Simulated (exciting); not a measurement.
# Core excitons at the Al K edge of AlN, part 2 of 3

Aim: the Al K absorption edge of AlN with the electron–hole interaction treated explicitly, and what each term of the kernel does.

exciting sodium; X-ray absorption, core-level Bethe-Salpeter equation, exchange and statically screened direct term, Tamm-Dancoff, all-electron LAPW+lo LDA.

So far. Step 3 (A richer basis for the empty states): Against the first ground state the total energy moves by -5 meV an atom and the gap by 0.00 eV.

The database entry behind the starting cell differs from later determinations by our own check (inner coordinate u about 0.002 short), so it need not match the best structure at ambient conditions.

### Step 4. Screening, kernels and BSE for Al atom 1

The absorber has 4 N at 1.89 Å (tetrahedral, site symmetry 3m).

input.xml

```
<input>
  <title>AlN</title>
  <structure speciespath="." autormt="false" epslat="1.0e-5">
    <crystal>
      <basevect>5.8827174249 0.0000000000 0.0000000000</basevect>
      <basevect>-2.9413587124 5.0945827333 0.0000000000</basevect>
      <basevect>0.0000000000 0.0000000000 9.4127258250</basevect>
    </crystal>
    <species speciesfile="Al.xml" rmt="2.011">
      <atom coord="0.6666666667 0.3333333333 0.5000000000"/>
      <atom coord="0.3333333333 0.6666666667 0.0000000000"/>
    </species>
    <species speciesfile="N.xml" rmt="1.458">
      <atom coord="0.6666666667 0.3333333333 0.8800000000"/>
      <atom coord="0.3333333333 0.6666666667 0.3800000000"/>
    </species>
  </structure>
  <groundstate do="skip" xctype="LDA_PW" ngridk="6 6 3" rgkmax="7" gmaxvr="14" nempty="8" swidth="0.001" maxscl="100" epsengy="1e-5"/>
  <xs xstype="BSE" ngridk="5 5 3" ngridq="5 5 3" vkloff="0.097 0.273 0.493" rgkmax="7" nempty="21" gqmax="3" lmaxapwwf="5" lmaxemat="2" broad="0.01654" tevout="true">
    <energywindow intv="54.700 56.316" points="440"/>
    <screening screentype="full" nempty="38"/>
    <BSE xas="true" xasspecies="1" xasatom="1" xasedge="K" bsetype="singlet" nstlxas="1 17"/>
    <qpointset>
      <qpoint>0 0 0</qpoint>
    </qpointset>
    <plan>
      <doonly task="xsgeneigvec"/>
      <doonly task="writepmatxs"/>
      <doonly task="scrgeneigvec"/>
      <doonly task="scrwritepmat"/>
      <doonly task="screen"/>
      <doonly task="scrcoulint"/>
      <doonly task="exccoulint"/>
    </plan>
  </xs>
</input>
```

input.xml for the last start (plan only)

```
  <plan>
    <doonly task="bse"/>
  </plan>
```

The run is started by

```console
> OMP_NUM_THREADS=1 mpirun -n 4 exciting
> OMP_NUM_THREADS=4 exciting
```

Numbers of over 12 decimals in the logs are rounded to 6 here.

Log:

```text
| EXCITING SODIUM started for task xsgeneigvec ( 301)                          =
One-shot GS runs for BSE calculations
One-shot GS runs for k+qmt/2 grids
Info(xsgeneigvec): Generating eigenvectors for Q-point      1
Info(xsgeneigvec): Generation of eigenvectors finished
| EXCITING SODIUM started for task writepmatxs ( 320)                          =
Info(writepmatxs): Momentum matrix elements finished
| EXCITING SODIUM started for task scrgeneigvec ( 401)                         =
One-shot GS runs for BSE calculations
One-shot GS runs for k+qmt/2 grids
Info(xsgeneigvec): Generating eigenvectors for Q-point      1
Using screening GS parameters.
Info(xsgeneigvec): Generation of eigenvectors finished
| EXCITING SODIUM started for task scrwritepmat ( 420)                         =
Info(writepmatxs): Momentum matrix elements finished
Info(scrwritepmat): Momentum matrix elements for screening finished
| EXCITING SODIUM started for task screen ( 430)                               =
Info(screenlauncher): Calculating screening for unshifted q-grid.
Info(screenlauncher): Number of q points:      15
Info(screenlauncher): lowest (partially)  unoccupied state:     15
Info(screenlauncher): highest (partially) occupied state  :     14
Info(screenlauncher): number of occupied states considered:   14
Info(screenlauncher): number of unoccupied states considered:   39
Info(screenlauncher): Starting loop over q-points
Info(screenlauncher): Screening for unshifted q-grid finished
Info(screenlauncher): Screening finished
| EXCITING SODIUM started for task scrcoulint ( 440)                           =
Info(scrcoulintlauncher): Setting up screened Coulomb interaction matrix W.
Info(scrcoulintlauncher): Using momentum transfer vectors from list :   1 to  1
Info(scrcoulintlauncher): Calculating screened Coulomb interaction matrix W
Info(scrcoulintlauncher): Momentum transfer list index: iqmt=  1
Info(scrcoulintlauncher): Momentum transfer: vqmtl=   0.000   0.000   0.000
Info(scrcoulintlauncher): Calculating RR block of W
Info(scrcoulint): Inspecting occupations...
Info(setranges_modxs): Number of non-reduced k-points:       75
Info(setranges_modxs): Number of states considered:       36
Info(setranges_modxs): Number of (partially) occupied states:        4
Info(setranges_modxs): Highest (partially) occupied states:       14
Info(setranges_modxs): Number of (partially) unoccupied states:       22
Info(setranges_modxs): Lowest (partially) unoccupied states:       15
Info(scrcoulint): Selecting transitions...
Info(select_transitions): Inspecting transitions in the  band interval:
  lowest occupied state:   1
  highest occupied state:   2
  lowest unoccupied state:  15
  highest unoccupied state:  31
  Opening gap with a scissor of:      0.000/H      0.000/eV
Info(select_transitions): Number of participating transitions:    2550
Info(scrcoulint): Size of file SCCLI will be about     0.049093 GB
Info(scrcoulint): Using q-grid
Info(scrcoulint): Number of reduced q-points:     15
Info(scrcoulint): Number of non-reduced q-points:     75
Info(scrcoulint): Calculating W(G1,G2,qr) fourier coefficients
Info(scrcoulint): Calculating W matrix elements
Info(scrcoulintlauncher): Screened coulomb interaction finished for iqmt=   1
| EXCITING SODIUM started for task exccoulint ( 441)                           =
Info(exccoulintlauncher): Setting up exchange interaction matrix V.
Info(exccoulintlauncher): Using momentum transfer vectors from list :   1 to  1
Info(exccoulintlauncher):Calculating exchange interaction matrix V
Info(exccoulintlauncher): Momentum transfer list index: iqmt=  1
Info(exccoulintlauncher): Momentum transfer: vqmtl=   0.000   0.000   0.000
Info(exccoulintlauncher): Calculating RR block of V
Info(exccoulint): Inspecting occupations...
Info(setranges_modxs): Number of non-reduced k-points:       75
Info(setranges_modxs): Number of states considered:       36
Info(setranges_modxs): Number of (partially) occupied states:        4
Info(setranges_modxs): Highest (partially) occupied states:       14
Info(setranges_modxs): Number of (partially) unoccupied states:       22
Info(setranges_modxs): Lowest (partially) unoccupied states:       15
Info(exccoulint): Selecting transitions...
Info(select_transitions): Inspecting transitions in the  band interval:
  lowest occupied state:   1
  highest occupied state:   2
  lowest unoccupied state:  15
  highest unoccupied state:  31
  Opening gap with a scissor of:      0.000/H      0.000/eV
Info(select_transitions): Number of participating transitions:    2550
Info(exccoulint): Size of file EXCLI will be about     0.049093 GB
Info(exccoulint): Generating plane wave matrix elements for momentum transfer iqmt=   1
  Timing (in seconds)	   :     193.191
Info(exccoulint): Generating V matrix elements
Info(exccoulint): Zeroing Coulomb potential at G+qmt index:  1
Info(exccoulintlauncher): Exchange interaction finished for iqmt=   1
| EXCITING SODIUM started for task bse ( 445)                                  =
Info(bselauncher): Init time:    0.337056
Info(bselauncher): Setting up and diagonalizing BSE Hamiltonian.
Info(bselauncher): Using momentum transfer vectors from list :   1 to  1
Info(bselauncher): Distributing qmt-points over   1 processes.
Info(bselauncher): BSE type: singlet
Info(bselauncher): Momentum transfer list index: iqmt=  1
Info(bselauncher): Momentum transfer: vqmtl=   0.000   0.000   0.000
Info(bse): Inspecting occupations...
Info(setranges_modxs): Number of non-reduced k-points:       75
Info(setranges_modxs): Number of states considered:       36
Info(setranges_modxs): Number of (partially) occupied states:        4
Info(setranges_modxs): Highest (partially) occupied states:       14
Info(setranges_modxs): Number of (partially) unoccupied states:       22
Info(setranges_modxs): Lowest (partially) unoccupied states:       15
Info(select_transitions): Inspecting transitions in the  band interval:
  lowest occupied state:   1
  highest occupied state:   2
  lowest unoccupied state:  15
  highest unoccupied state:  31
  Opening gap with a scissor of:      0.000/H      0.000/eV
Info(select_transitions): Number of participating transitions:    2550
Info(bse): Selecting transitions...
Info(bse):bsegap (eV):  1501.130893
Info(bse): Assembling BSE matrix
  RR/RA blocks of global BSE-Hamiltonian:
  Size of the Hamiltonian:    2550
  Number of k-points:      75
  Distributing matrix to   1 processes
  Local matrix shape   2550 x  2550
Info(bse): max local RAM needed for BSE matrices ~     0.096895 GB
Info(setup_bse_block): Setting up RR part of hamiltonian
Info(setup_bse_block): Singlet spin state
Info(bse): Diagonalizing RR Hamiltonian (TDA)
Info(bse): Invoking Lapack routine ZHEEVR
      2550 eigen solutions found in the interval:
         i1=       1 i2=    2550
Info(bse): Writing excition energies and oscillator strengths to text file.
Info(makespectrum_dist): Making spectrum using formula for coupling with time reversed AR basis.
Info(makespectrum_dist): Using formalism for vanishing momentum transfer.
Info(writederived): Writing quantities derived from the macroscopic dielectric function.
Info(bselauncher): Spectrum finished for iqmt=  1
Info(bselauncher): All done for BSE type singlet
```

Run time: 9.1 min. Hardware: 4 MPI ranks of Arm Neoverse V1, shared host.

Wall time by task: xsgeneigvec 9.1 s, writepmatxs 5.8 s, scrgeneigvec 8.9 s, scrwritepmat 3.1 s, screen 2 min, scrcoulint 3.1 min, exccoulint 3.2 min, bse 12 s.

The Al K spectrum of Al atom 1 (energy from the Kohn–Sham onset, core level to the lowest empty state found on the meshes used, 1500.45 eV; the ground-state mesh sets it, and the shifted mesh has its lowest transition 0.68 eV above it; Im ε scaled to the maximum of the singlet run; cut below the end of the band set):

```
E (eV)  isotropic  ε ⊥ c  ε ∥ c
  -4.0       0.02   0.02   0.03
  -3.5       0.03   0.03   0.03
  -3.0       0.04   0.04   0.04
  -2.5       0.05   0.05   0.05
  -2.0       0.07   0.07   0.07
  -1.5       0.12   0.12   0.11
  -1.0       0.23   0.24   0.20
  -0.5       0.58   0.64   0.48
   0.0       0.98   0.92   1.09
   0.5       0.58   0.48   0.76
   1.0       0.45   0.39   0.57
   1.5       0.40   0.34   0.50
   2.0       0.36   0.31   0.45
   2.5       0.40   0.32   0.57
   3.0       0.57   0.41   0.91
   3.5       0.65   0.61   0.72
   4.0       0.68   0.74   0.56
   4.5       0.69   0.85   0.37
   5.0       0.79   1.02   0.33
   5.5       0.95   1.25   0.34
   6.0       0.64   0.76   0.40
   6.5       0.49   0.54   0.41
   7.0       0.41   0.42   0.39
   7.5       0.39   0.41   0.34
   8.0       0.39   0.37   0.42
   8.5       0.46   0.31   0.74
   9.0       0.54   0.36   0.90
   9.5       0.45   0.36   0.64
  10.0       0.35   0.29   0.45
  10.5       0.30   0.29   0.34
  11.0       0.24   0.24   0.25
  11.5       0.21   0.19   0.23
  12.0       0.21   0.19   0.24
  12.5       0.23   0.20   0.28
  13.0       0.23   0.21   0.28
  13.5       0.24   0.23   0.26
  14.0       0.21   0.21   0.22
  14.5       0.22   0.21   0.23
```

Maxima (height): -0.1 eV (1.00), 5.4 eV (0.97), 8.9 eV (0.54) and 13.4 eV (0.24).

The Hamiltonian has 2550 rows. The lowest groups of eigenvalues and the brightest ones, on the scale above (the program counts from the shifted mesh's onset, 0.68 eV higher). Core spinors bring spin-forbidden partners, so dark means forbidden by spin or by symmetry, and the shifted mesh splits states that symmetry would keep together:

```
energy (eV)  states within 10 meV  relative strength
     -0.326                     2              0.016
     -0.166                     2               0.89
     -0.142                     2               0.91
      0.032                     2               0.93
      0.211                     2              0.015
      0.249                     2             9.2e-4
      2.998                     2               0.26
      5.429                     2               1.00
      5.465                     2               0.55
      8.769                     2               0.50
```

### Step 5. Independent particles

Changes to input.xml since step 4:

```diff
@@ -21,3 +21,3 @@
     <screening screentype="full" nempty="38"/>
-    <BSE xas="true" xasspecies="1" xasatom="1" xasedge="K" bsetype="singlet" nstlxas="1 17"/>
+    <BSE xas="true" xasspecies="1" xasatom="1" xasedge="K" bsetype="IP" nstlxas="1 17"/>
     <qpointset>
@@ -26,9 +26,3 @@
     <plan>
-      <doonly task="xsgeneigvec"/>
-      <doonly task="writepmatxs"/>
-      <doonly task="scrgeneigvec"/>
-      <doonly task="scrwritepmat"/>
-      <doonly task="screen"/>
-      <doonly task="scrcoulint"/>
-      <doonly task="exccoulint"/>
+      <doonly task="bse"/>
     </plan>
```

The run is started by

```console
> OMP_NUM_THREADS=4 exciting
```

Log:

```text
| EXCITING SODIUM started for task bse ( 445)                                  =
Info(bselauncher): Init time:    0.336019
Info(bselauncher): Setting up and diagonalizing BSE Hamiltonian.
Info(bselauncher): Using momentum transfer vectors from list :   1 to  1
Info(bselauncher): Distributing qmt-points over   1 processes.
Info(bselauncher): BSE type: IP
Info(bselauncher): Momentum transfer list index: iqmt=  1
Info(bselauncher): Momentum transfer: vqmtl=   0.000   0.000   0.000
Info(bse): Inspecting occupations...
Info(setranges_modxs): Number of non-reduced k-points:       75
[...]
highest unoccupied state:  31
  Opening gap with a scissor of:      0.000/H      0.000/eV
Info(select_transitions): Number of participating transitions:    2550
Info(bse): Selecting transitions...
Info(bse):bsegap (eV):  1501.130893
Info(bse): IP requested, nothing much to do
Info(bse): Writing excition energies and oscillator strengths to text file.
Info(makespectrum_dist): Making spectrum using formula for coupling with time reversed AR basis.
Info(makespectrum_dist): Using formalism for vanishing momentum transfer.
Info(writederived): Writing quantities derived from the macroscopic dielectric function.
Info(bselauncher): Spectrum finished for iqmt=  1
Info(bselauncher): All done for BSE type IP
```

Run time: 1.5 s. Hardware: 4 threads.

Maxima (height): 2.1 eV (0.25), 5.1 eV (0.36), 7.4 eV (0.70), 11.3 eV (0.74) and 14.2 eV (0.40). The spectrum differs from the singlet run by 74 % r.m.s. Moving the earlier curve by +5.3 eV leaves 39 %. The highest maximum lies at 11.3 eV (0.74), against -0.1 eV (1.00).

### Step 6. Exchange alone

Changes to input.xml since step 5:

```diff
@@ -21,3 +21,3 @@
     <screening screentype="full" nempty="38"/>
-    <BSE xas="true" xasspecies="1" xasatom="1" xasedge="K" bsetype="IP" nstlxas="1 17"/>
+    <BSE xas="true" xasspecies="1" xasatom="1" xasedge="K" bsetype="RPA" nstlxas="1 17"/>
     <qpointset>
```

The run is started by

```console
> OMP_NUM_THREADS=4 exciting
```

Log:

```text
| EXCITING SODIUM started for task bse ( 445)                                  =
Info(bselauncher): Init time:    0.337847
Info(bselauncher): Setting up and diagonalizing BSE Hamiltonian.
Info(bselauncher): Using momentum transfer vectors from list :   1 to  1
Info(bselauncher): Distributing qmt-points over   1 processes.
Info(bselauncher): BSE type: RPA
Info(bselauncher): Momentum transfer list index: iqmt=  1
Info(bselauncher): Momentum transfer: vqmtl=   0.000   0.000   0.000
Info(bse): Inspecting occupations...
Info(setranges_modxs): Number of non-reduced k-points:       75
[...]
Info(setup_bse_block): Setting up RR part of hamiltonian
Info(setup_bse_block): Using RPA approximation
Info(bse): Diagonalizing RR Hamiltonian (TDA)
Info(bse): Invoking Lapack routine ZHEEVR
      2550 eigen solutions found in the interval:
         i1=       1 i2=    2550
Info(bse): Writing excition energies and oscillator strengths to text file.
Info(makespectrum_dist): Making spectrum using formula for coupling with time reversed AR basis.
Info(makespectrum_dist): Using formalism for vanishing momentum transfer.
Info(writederived): Writing quantities derived from the macroscopic dielectric function.
Info(bselauncher): Spectrum finished for iqmt=  1
Info(bselauncher): All done for BSE type RPA
```

Run time: 12 s. Hardware: 4 threads.

Maxima (height): 2.1 eV (0.25), 5.1 eV (0.36), 7.4 eV (0.69), 11.3 eV (0.74) and 14.2 eV (0.40). The spectrum is that of the independent-particle run within 1 %.

### Step 7. Direct term alone

Changes to input.xml since step 6:

```diff
@@ -21,3 +21,3 @@
     <screening screentype="full" nempty="38"/>
-    <BSE xas="true" xasspecies="1" xasatom="1" xasedge="K" bsetype="RPA" nstlxas="1 17"/>
+    <BSE xas="true" xasspecies="1" xasatom="1" xasedge="K" bsetype="triplet" nstlxas="1 17"/>
     <qpointset>
```

The run is started by

```console
> OMP_NUM_THREADS=4 exciting
```

Log:

```text
| EXCITING SODIUM started for task bse ( 445)                                  =
Info(bselauncher): Init time:    0.335276
Info(bselauncher): Setting up and diagonalizing BSE Hamiltonian.
Info(bselauncher): Using momentum transfer vectors from list :   1 to  1
Info(bselauncher): Distributing qmt-points over   1 processes.
Info(bselauncher): BSE type: triplet
Info(bselauncher): Momentum transfer list index: iqmt=  1
Info(bselauncher): Momentum transfer: vqmtl=   0.000   0.000   0.000
Info(bse): Inspecting occupations...
[...]
Info(setup_bse_block): Setting up RR part of hamiltonian
Info(setup_bse_block): Triplet spin state
Info(bse): Diagonalizing RR Hamiltonian (TDA)
Info(bse): Invoking Lapack routine ZHEEVR
      2550 eigen solutions found in the interval:
         i1=       1 i2=    2550
Info(bse): Writing excition energies and oscillator strengths to text file.
Info(makespectrum_dist): Making spectrum using formula for coupling with time reversed AR basis.
Info(makespectrum_dist): Using formalism for vanishing momentum transfer.
Info(writederived): Writing quantities derived from the macroscopic dielectric function.
Info(bselauncher): Spectrum finished for iqmt=  1
Info(bselauncher): All done for BSE type triplet
```

Elapsed: 12 s, on 4 threads.

Maxima (height): -0.1 eV (1.01), 5.4 eV (0.97), 8.9 eV (0.54) and 13.4 eV (0.24). The spectrum is that of the singlet run within 1 %.

### Step 8. Local-field cutoff

Changed against the first singlet run: cutoff of the screened term (bohr⁻¹) from 3 to 4.

Changes to input.xml since step 7:

```diff
@@ -18,6 +18,6 @@
   <groundstate do="skip" xctype="LDA_PW" ngridk="6 6 3" rgkmax="7" gmaxvr="14" nempty="8" swidth="0.001" maxscl="100" epsengy="1e-5"/>
-  <xs xstype="BSE" ngridk="5 5 3" ngridq="5 5 3" vkloff="0.097 0.273 0.493" rgkmax="7" nempty="21" gqmax="3" lmaxapwwf="5" lmaxemat="2" broad="0.01654" tevout="true">
+  <xs xstype="BSE" ngridk="5 5 3" ngridq="5 5 3" vkloff="0.097 0.273 0.493" rgkmax="7" nempty="21" gqmax="4" lmaxapwwf="5" lmaxemat="2" broad="0.01654" tevout="true">
     <energywindow intv="54.700 56.316" points="440"/>
     <screening screentype="full" nempty="38"/>
-    <BSE xas="true" xasspecies="1" xasatom="1" xasedge="K" bsetype="triplet" nstlxas="1 17"/>
+    <BSE xas="true" xasspecies="1" xasatom="1" xasedge="K" bsetype="singlet" nstlxas="1 17"/>
     <qpointset>
@@ -26,3 +26,5 @@
     <plan>
-      <doonly task="bse"/>
+      <doonly task="xsgeneigvec"/>
+      <doonly task="screen"/>
+      <doonly task="scrcoulint"/>
     </plan>
```

input.xml for the exchange start (cutoff and plan only)

```
  gqmax="3"
  <plan>
    <doonly task="exccoulint"/>
  </plan>
```

input.xml for the last start (plan only)

```
  <plan>
    <doonly task="bse"/>
  </plan>
```

The run is started by

```console
> OMP_NUM_THREADS=1 mpirun -n 4 exciting
> OMP_NUM_THREADS=1 mpirun -n 4 exciting
> OMP_NUM_THREADS=4 exciting
```

Log:

```text
| EXCITING SODIUM started for task xsgeneigvec ( 301)                          =
One-shot GS runs for BSE calculations
One-shot GS runs for k+qmt/2 grids
Info(xsgeneigvec): Generating eigenvectors for Q-point      1
Info(xsgeneigvec): Generation of eigenvectors finished
| EXCITING SODIUM started for task screen ( 430)                               =
Info(screenlauncher): Calculating screening for unshifted q-grid.
Info(screenlauncher): Number of q points:      15
Info(screenlauncher): lowest (partially)  unoccupied state:     15
[...]
Info(setup_bse_block): Setting up RR part of hamiltonian
Info(setup_bse_block): Singlet spin state
Info(bse): Diagonalizing RR Hamiltonian (TDA)
Info(bse): Invoking Lapack routine ZHEEVR
      2550 eigen solutions found in the interval:
         i1=       1 i2=    2550
Info(bse): Writing excition energies and oscillator strengths to text file.
Info(makespectrum_dist): Making spectrum using formula for coupling with time reversed AR basis.
Info(makespectrum_dist): Using formalism for vanishing momentum transfer.
Info(writederived): Writing quantities derived from the macroscopic dielectric function.
Info(bselauncher): Spectrum finished for iqmt=  1
Info(bselauncher): All done for BSE type singlet
```

Elapsed: 14 min, on 4 MPI ranks.

Against the singlet run the r.m.s. difference is 4 %. The highest maximum lies at -0.1 eV (1.05), against -0.1 eV (1.00). 

```
E (eV)  first run  this run
  -4.0       0.02      0.03
  -3.0       0.04      0.04
  -2.0       0.07      0.08
  -1.0       0.23      0.25
   0.0       0.98      1.02
   1.0       0.45      0.46
   2.0       0.36      0.37
   3.0       0.57      0.60
   4.0       0.68      0.70
   5.0       0.79      0.81
   6.0       0.64      0.60
   7.0       0.41      0.40
   8.0       0.39      0.38
   9.0       0.54      0.52
  10.0       0.35      0.33
  11.0       0.24      0.23
  12.0       0.21      0.20
  13.0       0.23      0.22
  14.0       0.21      0.21
```

[end of part 2 of 3]

[Banner, clock and machine lines of the logs are left out without a mark of their own.]

[Logs are printed without paths, hosts, clocks, repeated set-up lines and the standing remarks that a program may print on its own settings, such as how far it seeks lower states.]

[Hosts, paths, dates, database ids (printed as entryN), source tags and the programs' standing remarks are cut or masked in the printed files.]
